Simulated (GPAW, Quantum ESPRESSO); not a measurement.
## VBrO (Pmmn): the O K absorption edge

What does one-electron theory with a core hole give for the O K edge of VBrO (Pmmn)?

Program: GPAW 26.7.0. Level of theory: X-ray absorption from dipole matrix elements to empty bands, plane-wave PAW LDA+U. Results are calculated unless marked as measured.

Most raw output is cut from this account.

## 1. Starting point

It takes space group Pmmn (No. 59, orthorhombic). The conventional cell has a = 3.380 Å, b = 3.775 Å, c = 8.425 Å, α = 90.00°, β = 90.00°, γ = 90.00°. Br has 2 V at 2.53 Å nearest. V has 4 O at 1.97 to 2.07 Å and 2 Br at 2.53 Å nearest. Nearest to O lie 4 V at 1.97 to 2.07 Å. Farther neighbours and most contacts between anions are not listed.

Structure file:

```xyz
6
Lattice="3.3800 0.0000 0.0000 0.0000 3.7750 0.0000 0.0000 0.0000 8.4250" Properties=species:S:1:pos:R:3 pbc="T T T"
Br    1.6900    0.0000    5.6616
Br    0.0000    1.8875    2.7634
V     0.0000    0.0000    7.5488
V     1.6900    1.8875    0.8762
O     1.6900    0.0000    0.3117
O     0.0000    1.8875    8.1133
```

## 2. The field without a hole

The ground state comes first: it tells whether the system has a gap, which decides how the excited electron is treated.

scf.py

```python
import numpy as np
from ase import Atoms
from ase.parallel import parprint, paropen
from gpaw import GPAW, PW, FermiDirac, Mixer, MixerDif, setup_paths
from gpaw.test import gen
setup_paths.insert(0, '.')
gen('O', name='nch1s', xcname='LDA', corehole=(1, 0, 0), write_xml=True)
from gpaw.mpi import world
world.barrier()

atoms = Atoms('Br2V2O2',
    cell=[[3.38, 0, 0],
     [0, 3.775, 0],
     [0, 0, 8.425]],
    scaled_positions=[[0.5, 0, 0.672],
     [0, 0.5, 0.328],
     [0, 0, 0.896],
     [0.5, 0.5, 0.104],
     [0.5, 0, 0.037],
     [0, 0.5, 0.963]],
    magmoms=[0.0, 0.0, 2.0, 2.0, 0.0, 0.0],
    pbc=True)
atoms.calc = calc = GPAW(legacy_gpaw=True, mode=PW(500), xc='LDA', setups={'V': ':d,3.3', 4: 'nch1s'},
    kpts={'size': (5, 5, 2), 'gamma': True}, occupations=FermiDirac(0.05),
    charge=0, mixer=MixerDif(0.05, 8, 50), maxiter=150,
    convergence={'density': 0.0001}, txt='scf.txt')
energy = atoms.get_potential_energy() + calc.get_reference_energy()
ef = calc.get_fermi_level()
out = dict(energy=energy, fermi=ef, forces=atoms.get_forces().tolist(), magmoms=atoms.get_magnetic_moments().tolist())
parprint(f'all-electron energy {energy:.4f} eV, Fermi level {ef:.4f} eV')
ev = np.array([[calc.get_eigenvalues(k, s) for k in range(len(calc.get_ibz_k_points()))] for s in range(calc.get_number_of_spins())])
out['homo'], out['lumo'], out['counts'] = ev[ev < ef].max(), ev[ev > ef].min(), sorted(set((ev < ef).sum((0, 2)).tolist()))
out['filled'] = (ev[:, 0] < ef).sum(1).tolist()
import json
with paropen('out.json', 'w') as f:
    json.dump(out, f)
```

The run is started by

```console
$ OMP_NUM_THREADS=1 mpirun -n 4 gpaw python scf.py
```

Elapsed: 30 s, on 4 MPI ranks of Arm Neoverse V1, shared host; peak memory 0.27 GiB.

The mesh shows a gap of 1.58 eV, so the hole is first treated in a charged cell, without the excited electron.

Site moments (μB): -0.02, -0.02, 1.87, 1.87, -0.01, -0.01.

## 3. Reference energy of the supercell

The photon energy needs a difference of total energies, so the cell and mesh of the coming hole run are first run without a hole.

Changes to scf.py since step 2:

```diff
@@ -10,16 +10,22 @@
 
-atoms = Atoms('Br2V2O2',
-    cell=[[3.38, 0, 0],
-     [0, 3.775, 0],
-     [0, 0, 8.425]],
-    scaled_positions=[[0.5, 0, 0.672],
-     [0, 0.5, 0.328],
-     [0, 0, 0.896],
-     [0.5, 0.5, 0.104],
-     [0.5, 0, 0.037],
-     [0, 0.5, 0.963]],
-    magmoms=[0.0, 0.0, 2.0, 2.0, 0.0, 0.0],
+atoms = Atoms('Br4V4O4',
+    cell=[[-3.38, 3.775, 0],
+     [-3.38, -3.775, 0],
+     [3.38, 0, 8.425]],
+    scaled_positions=[[0.086, 0.086, 0.672],
+     [0.586, 0.586, 0.672],
+     [0.414, 0.914, 0.328],
+     [0.914, 0.414, 0.328],
+     [0.448, 0.448, 0.896],
+     [0.948, 0.948, 0.896],
+     [0.052, 0.552, 0.104],
+     [0.552, 0.052, 0.104],
+     [0.7685, 0.7685, 0.037],
+     [0.2685, 0.2685, 0.037],
+     [0.7315, 0.2315, 0.963],
+     [0.2315, 0.7315, 0.963]],
+    magmoms=[0.0, 0.0, 0.0, 0.0, 2.0, 2.0, 2.0, 2.0, 0.0, 0.0, 0.0, 0.0],
     pbc=True)
-atoms.calc = calc = GPAW(legacy_gpaw=True, mode=PW(500), xc='LDA', setups={'V': ':d,3.3', 4: 'nch1s'},
-    kpts={'size': (5, 5, 2), 'gamma': True}, occupations=FermiDirac(0.05),
+atoms.calc = calc = GPAW(legacy_gpaw=True, mode=PW(500), xc='LDA', setups={'V': ':d,3.3', 8: 'nch1s'},
+    kpts={'size': (3, 3, 3), 'gamma': True}, occupations=FermiDirac(0.02),
     charge=0, mixer=MixerDif(0.05, 8, 50), maxiter=150,
```

It took 100 s on 4 MPI ranks; peak memory 0.31 GiB.

Reference energy: -394512.908 eV with the cores included.

## 4. Spectrum with FCH, O atom 5

The holes are 5.1 Å apart. In GPAW the data set carries the hole's charge, so charge=0 means a charged cell and charge=-1 a neutral one. The excited electron is left out and a uniform background balances the charge. After the field has converged, empty bands are computed with the density fixed and the dipole matrix elements are summed.

The absorber has 2 V at 1.97 Å and 2 V at 2.07 Å (4-fold, site symmetry mm2).

xas.py

```python
import numpy as np
from ase import Atoms
from ase.parallel import parprint, paropen
from gpaw import GPAW, PW, FermiDirac, Mixer, MixerDif, setup_paths
from gpaw.test import gen
setup_paths.insert(0, '.')
gen('O', name='fch1s', xcname='LDA', corehole=(1, 0, 1), write_xml=True)
from gpaw.mpi import world
world.barrier()

atoms = Atoms('Br4V4O4',
    cell=[[-3.38, 3.775, 0],
     [-3.38, -3.775, 0],
     [3.38, 0, 8.425]],
    scaled_positions=[[0.086, 0.086, 0.672],
     [0.586, 0.586, 0.672],
     [0.414, 0.914, 0.328],
     [0.914, 0.414, 0.328],
     [0.448, 0.448, 0.896],
     [0.948, 0.948, 0.896],
     [0.052, 0.552, 0.104],
     [0.552, 0.052, 0.104],
     [0.7685, 0.7685, 0.037],
     [0.2685, 0.2685, 0.037],
     [0.7315, 0.2315, 0.963],
     [0.2315, 0.7315, 0.963]],
    magmoms=[0.0, 0.0, 0.0, 0.0, 2.0, 2.0, 2.0, 2.0, 0.0, 0.0, 0.0, 0.0],
    pbc=True)
atoms.calc = calc = GPAW(legacy_gpaw=True, mode=PW(500), xc='LDA', setups={'V': ':d,3.3', 8: 'fch1s'},
    kpts={'size': (3, 3, 3), 'gamma': True}, occupations=FermiDirac(0.02),
    charge=0, mixer=MixerDif(0.05, 8, 50), maxiter=150,
    convergence={'density': 0.0001}, txt='scf.txt')
energy = atoms.get_potential_energy() + calc.get_reference_energy()
ef = calc.get_fermi_level()
out = dict(energy=energy, fermi=ef, forces=atoms.get_forces().tolist(), magmoms=atoms.get_magnetic_moments().tolist())
parprint(f'all-electron energy {energy:.4f} eV, Fermi level {ef:.4f} eV')
ev = np.array([[calc.get_eigenvalues(k, s) for k in range(len(calc.get_ibz_k_points()))] for s in range(calc.get_number_of_spins())])
out['homo'], out['lumo'], out['counts'] = ev[ev < ef].max(), ev[ev > ef].min(), sorted(set((ev < ef).sum((0, 2)).tolist()))
out['filled'] = (ev[:, 0] < ef).sum(1).tolist()

from ase.units import Ha
from gpaw.xas import dipole_matrix_elements
nb = int(calc.get_number_of_electrons() / 2) + 151
top, nb = nb, nb + 8 + nb // 12
nscf = calc.fixed_density(kpts={'size': (3, 3, 3), 'gamma': True}, nbands=nb,
    convergence={'bands': top, 'eigenstates': 1e-5}, maxiter=60, txt='nscf.txt')
cell = atoms.cell.array
ops = [cell.T @ U.T @ np.linalg.inv(cell.T) for U in nscf.wfs.kd.symmetry.op_scc]
filled = [56, 48]  # bands filled in the ground state, by spin
E = np.arange(-6, 34, 0.1)
fwhm = np.interp(E, [4, 25], [0.9, 3.5])
Y, X, zero, highest = 0, 0, 1e9, 1e9
for spin in range(nscf.get_number_of_spins()):
    wfs = nscf.wfs
    A = dipole_matrix_elements(wfs.setups[8])
    eps = np.zeros((wfs.kd.nibzkpts, nb))
    d = np.zeros((3, A.shape[1], wfs.kd.nibzkpts, nb), complex)
    for kpt in wfs.kpt_u:
        if kpt.s == spin and 8 in kpt.P_ani:
            eps[kpt.k] = kpt.eps_n * Ha
            d[:, :, kpt.k] = (kpt.weight * wfs.nspins / 2) ** 0.5 * np.inner(A, kpt.P_ani[8])
    world.sum(eps)
    world.sum(d)
    T = np.einsum('amkn,bmkn->abkn', d, d.conj()).real
    T = sum(np.einsum('ai,ijkn,bj->abkn', R, T, R) for R in ops) / len(ops)
    empty = np.ones_like(eps, bool) & (np.arange(nb) >= filled[spin])
    zero, highest = min(zero, eps[empty].min()), min(highest, eps[:, top - 1].min())
    lines = [(eps, T, empty)] if spin == 0 else lines + [(eps, T, empty)]
for eps, T, empty in lines:
    f = np.einsum('aakn->akn', T).reshape(3, -1)
    x = eps.ravel() - zero
    w = np.interp(x, E, fwhm) / 2.35482
    g = np.exp(-0.5 * ((E[:, None] - x) / w) ** 2) / (w * (2 * np.pi) ** 0.5)
    Y = Y + (f * empty.ravel()) @ g.T
    X = X + (f * ~empty.ravel()) @ g.T
out.update(E=E.round(2).tolist(), xas=Y.tolist(), xes=X.tolist(), zero=zero, valid=highest - zero, nk=len(eps), nb=nb)
for i in range(0, len(E), 10):
    parprint(f'{E[i]:7.2f}', *(f'{v:10.3e}' for v in Y[:, i]))
import json
with paropen('out.json', 'w') as f:
    json.dump(out, f)
```

The run is started by

```console
$ OMP_NUM_THREADS=1 mpirun -n 4 gpaw python xas.py
```

Elapsed: 13 min, on 4 MPI ranks; peak memory 0.5 GiB.

The O K spectrum, O atom 5, full core hole (charged cell) (energy from the lowest empty level; intensity scaled to a mean of 1 over the first 20 eV; polarised curves are means over the symmetry-equivalent atoms):

```csv
E (eV),isotropic,ε ∥ x,ε ∥ y,ε ∥ z
-2.00,0.00,0.00,0.00,0.00
-1.25,0.00,0.00,0.00,0.00
-0.50,0.01,0.00,0.01,0.02
0.25,0.17,0.02,0.29,0.19
1.00,0.47,0.26,0.66,0.49
1.75,1.79,2.14,1.50,1.74
2.50,2.25,2.52,2.33,1.91
3.25,1.51,1.86,1.32,1.35
4.00,0.67,0.57,0.75,0.67
4.75,0.18,0.19,0.17,0.19
5.50,0.56,0.48,0.51,0.68
6.25,1.07,0.73,1.09,1.39
7.00,1.07,0.84,1.30,1.08
7.75,1.03,1.01,1.20,0.89
8.50,1.18,1.18,1.28,1.07
9.25,1.24,1.05,1.40,1.26
10.00,1.18,0.94,1.38,1.24
10.75,1.19,1.05,1.45,1.06
11.50,1.15,1.25,1.42,0.79
12.25,1.16,1.55,1.31,0.61
13.00,1.15,1.61,1.29,0.55
13.75,1.02,1.26,1.22,0.57
14.50,0.86,0.87,1.07,0.64
15.25,0.77,0.67,0.98,0.67
16.00,0.74,0.60,0.95,0.67
16.75,0.76,0.62,0.96,0.69
17.50,0.83,0.71,0.98,0.80
18.25,0.92,0.82,0.97,0.97
19.00,0.95,0.90,0.85,1.10
19.75,0.89,0.91,0.65,1.12
20.50,0.79,0.87,0.49,1.02
21.25,0.70,0.79,0.42,0.89
22.00,0.64,0.70,0.43,0.79
22.75,0.62,0.65,0.46,0.75
23.50,0.62,0.63,0.49,0.73
24.25,0.62,0.62,0.49,0.73
25.00,0.61,0.61,0.47,0.74
25.75,0.60,0.60,0.44,0.76
26.50,0.60,0.59,0.43,0.79
27.25,0.62,0.59,0.44,0.81
28.00,0.65,0.64,0.49,0.83
28.75,0.70,0.71,0.56,0.84
29.50,0.75,0.78,0.63,0.84
30.25,0.78,0.81,0.69,0.82
31.00,0.77,0.80,0.74,0.78
31.75,0.76,0.76,0.78,0.73
```

Main maxima below 24 eV (height): 2.3 eV (2.36), 6.6 eV (1.14), 9.1 eV (1.24) and 18.9 eV (0.95). A K edge sees empty p states; the first features are O p mixed into the empty d states of the V neighbours, and the broad ones above probably into the cations' higher empty bands.

The hole costs E(hole) − E(ground) = 520.93 eV, and the lowest empty level of the hole cell on the spectrum's mesh lies at 4.65 eV, which puts the zero at 525.58 eV. The functional and the charged cell's background leave an error in such absolute values: in the free atom LDA prices this hole 4.1 eV below PBE (computed apart), and PBE is itself good to a few eV.

## 5. Excitation energy, O atom 5

With the excited electron kept in the cell the system stays neutral, and the energy difference is an excitation energy by itself. In a small cell that electron takes up a good share of the lowest empty band, or all of one, which shifts the value from the true onset.

Changed against the first core-hole run: core hole to XCH, with the smearing that suits a partly filled band.

Changes to scf.py since step 3:

```diff
@@ -6,3 +6,3 @@
 setup_paths.insert(0, '.')
-gen('O', name='nch1s', xcname='LDA', corehole=(1, 0, 0), write_xml=True)
+gen('O', name='fch1s', xcname='LDA', corehole=(1, 0, 1), write_xml=True)
 from gpaw.mpi import world
@@ -28,5 +28,5 @@
     pbc=True)
-atoms.calc = calc = GPAW(legacy_gpaw=True, mode=PW(500), xc='LDA', setups={'V': ':d,3.3', 8: 'nch1s'},
-    kpts={'size': (3, 3, 3), 'gamma': True}, occupations=FermiDirac(0.02),
-    charge=0, mixer=MixerDif(0.05, 8, 50), maxiter=150,
+atoms.calc = calc = GPAW(legacy_gpaw=True, mode=PW(500), xc='LDA', setups={'V': ':d,3.3', 8: 'fch1s'},
+    kpts={'size': (3, 3, 3), 'gamma': True}, occupations=FermiDirac(0.04),
+    charge=-1, mixer=MixerDif(0.05, 8, 50), maxiter=150,
     convergence={'density': 0.0001}, txt='scf.txt')
```

The run is started by

```console
$ OMP_NUM_THREADS=1 mpirun -n 4 gpaw python scf.py
```

The job ended after 10 min (4 MPI ranks; peak memory 0.24 GiB).

The iterations didn't settle within their limit, so this step gives no result.

## 6. Runs not followed above

These runs aren't followed: redraws of a spectrum that repeat one shown, runs with a planted fault or a state judged unsound, or a program's part that gave no sound spectrum.

| program | step | status | elapsed |
| --- | --- | --- | --- |
| Quantum ESPRESSO | ground state | converged | 93 s |
| Quantum ESPRESSO | no core hole | converged | 5.6 min |
| Quantum ESPRESSO | no core hole, redrawn | converged | 11 s |
| Quantum ESPRESSO | supercell ground state | converged | 4.4 min |
| Quantum ESPRESSO | core-hole potential | converged | 0.65 s |
| Quantum ESPRESSO | supercell with FCH | converged | 7.5 min |
| Quantum ESPRESSO | spectrum with FCH | timeout | 12 min |
| Quantum ESPRESSO | supercell with XCH | timeout | 6 min |

## 7. Results

| Item | Value |
| --- | --- |
| absorber and edge | O K, atom 5 of the ground-state input (counted from 1) |
| surroundings | 2 V at 1.97 Å and 2 V at 2.07 Å (4-fold, site symmetry mm2) |
| highest intensity below 16 eV | 2.3 eV above the zero, height 2.36 |
| photon energy of the zero (spin-polarised hole, raw) | 525.6 eV (LDA puts this hole about 4 eV below PBE, itself good to a few eV) |

The O K edge of atom 5, with 2 V at 1.97 Å and 2 V at 2.07 Å (4-fold, site symmetry mm2), has its highest intensity of the first 16 eV at 2.3 eV above the zero, near 528 eV in photon energy (LDA puts this hole about 4 eV below PBE, itself good to a few eV), 2.4 times the mean level of the first 20 eV (Gaussian full width 0.9 eV up to 4 eV, rising linearly to 3.5 eV at 25 eV). At the O K edge of atom 5 polarisation matters most near 12.8 eV, where the curves differ by 1.1 on this scale. The same cell was also set up in Quantum ESPRESSO; that part failed, was judged unsound or used a data set known to give false states; its runs are listed without their results. The hole lies in one spin channel, while the script sums the empty states of both and takes the lower zero; where the two channels are split, this blurs and shifts the curve. The spins start ferromagnetically in a simple order, which needn't be the measured one; gap and edge can depend on it. The holes are only 5.1 Å apart, so the shape is probably not converged with cell size; no larger cell was run here. The mesh is coarse (0.43 Å⁻¹ between points), so small maxima may be mesh ripples. Lifetime broadening is put in by hand, and intensities beyond about 20 eV depend on it and on the partial waves; weight that the partial waves miss at high energy is lost. The structure is a published determination, not relaxed.

[Logs are printed without paths, hosts, clocks, repeated set-up lines and the standing remarks that a program may print on its own settings, such as how far it seeks lower states.]

[Hosts, paths, dates, database ids (printed as entryN), source tags and the programs' standing remarks are cut or masked in the printed files.]

[Lists of maxima count a maximum above −3 eV only where it reaches 4 % of the highest in the window and stands out from its surroundings by 2 % of it (1.5 % where it reaches 55 %); shoulders and weaker maxima are passed over, and of the rest the first, up to two pre-edge ones and the few strongest are named.]
